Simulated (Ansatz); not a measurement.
LiPS3 (C2/m), computed twice by G0W0.

```xyz
10
Lattice="5.5578 -3.5035 0.0000 5.5578 3.5035 0.0000 -3.7958 0.0000 5.3074" Properties=species:S:1:pos:R:3 pbc="T T T"
Li    5.5578   -1.8156    0.0000
Li    5.5578    1.8156    0.0000
P    -0.4875    0.0000    3.0678
P     7.8073    0.0000    2.2397
S     3.6599    1.9337    2.6537
S     3.6599   -1.9337    2.6537
S     0.9812    0.0000    1.6915
S     6.3386    0.0000    3.6159
S     0.0167    0.0000    4.9933
S     7.3031    0.0000    0.3141
```

Geometry: measured cell, ions relaxed with PBE. The runs that relaxed it are not among those shown.

The first (Ansatz 0.2.0; start PBE, 2×2×2 mesh, 165 empty bands, screening to 50 eV, PAW set soft_1 files; 1 × NVIDIA H100 80GB HBM3 (shared by 6 runs) with 2 threads of AMD EPYC 7R13 (Zen 3), shared host) gave, on its mesh: starting gap 1.72 eV, G0W0 gap 3.05 eV, RPA ε∞ (mean) 5.33, 6.4 s.

The second gave: starting gap 1.72 eV, G0W0 gap 3.02 eV, RPA ε∞ (mean) 5.34, 19 s.

**Question.** What was changed in the input? Choose among start, files, mesh, bands and cutoff, frequency model or another key.

Changed: empty bands from 165 to 862. The starting gap stayed, which rules out the functional and points to the GW step. Other changes could give like numbers; this is the one that was made.

Limits: not at the basis limit; coarse k mesh.

[Paths, hosts, dates, memory and timing lines, banners, echoed tables and standing remarks are left out of the program output.]

[Logs are printed without paths, hosts, clocks, repeated set-up lines and the standing remarks that a program may print on its own settings, such as how far it seeks lower states.]

[Runs of the session that timed out or met a known fault of the program may be left out.]

[Cells called generated may have been cut or substituted from an entry of the Crystallography Open Database or the Materials Project.]

[Hosts, paths, dates, database ids (printed as entryN), source tags and the programs' standing remarks are cut or masked in the printed files.]
